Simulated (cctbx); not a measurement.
# Which space group?

Cell: a = 6.9740 Å, b = 6.9740 Å, c = 8.0440 Å, α = 90.00°, β = 90.00°, γ = 90.00°. Expected content of the cell: Ag4 Se8 Ge2 Zn2.

Simulated single-crystal data (cctbx): Mo Kα, λ = 0.71073 Å, to d = 0.6 Å, 70 % of the full sphere, strongest reflection 70000 counts, noise from counting, a 4 % proportional error and a noise floor of 2 counts (s.d.); no absorption.

Tests on the unmerged data give:

```text
5329 reflections to d = 0.600 A
centring   violations  <I/sigma> of those
    A       1348 of  2675      9.9
    B       1326 of  2674      9.7
    C       1274 of  2611      8.9
    I          0 of  2660      0.0
    R       1742 of  3547      9.6
    F       1974 of  3980      9.5
Laue class    unique    Rint  (classes that these axes allow; Friedel mates merged)
I 1 2/m 1        1000   0.040
I 1 1 2/m        1005   0.039
I 2/m 1 1        1000   0.040
I m m m           569   0.041
I 4/m             510   0.043
I 4/m m m         309   0.044
space group    extra absences  I>4sigma  <I/sigma>
I 4 2 2                 0          0         -  acentric
I 4 m m                 0          0         -  acentric
I -4 m 2                0          0         -  acentric
I -4 2 m                0          0         -  acentric
I 4/m m m               0          0         -  centric
Wilson B = 0.60 A^2   <|E^2-1|> = 0.769 (0.968 centric, 0.736 acentric)   E^2>4: 0.6 %
shell (A)         n   <I/sigma>
 5.27 - 1.20     48     45.9
 1.20 - 0.95     41     50.1
 0.95 - 0.83     36     45.7
 0.83 - 0.76     37     43.6
 0.76 - 0.70     35     45.1
 0.70 - 0.66     39     40.4
 0.66 - 0.63     32     43.9
 0.63 - 0.60     41     43.7
```

Q: Read the symmetry from these tables.

The reflections that I centring forbids are absent (⟨I/σ⟩ near 0), so the lattice is I.

Rint stays low (0.039 to 0.044) up to I 4/m m m, the highest class in these axes.

5 settings pass the absence test. No glide or screw absences show, which leaves I 4 2 2, I 4 m m, I -4 m 2, I -4 2 m and I 4/m m m.

⟨|E²−1|⟩ = 0.769 leans to a non-centrosymmetric structure. The Wilson B of 0.60 Å² means U ≈ 0.0076 Å².

The true group is I-42m (no. 121), Laue class 4/mmm, non-centrosymmetric. The tables only narrow the choice to the tied entries; cell content, site symmetry and trial solutions must settle it.

The model is made up (kin elements in a known structure type, no relaxation), so it says nothing on whether the phase exists.

[Logs are printed without paths, hosts, clocks, repeated set-up lines and the standing remarks that a program may print on its own settings, such as how far it seeks lower states.]
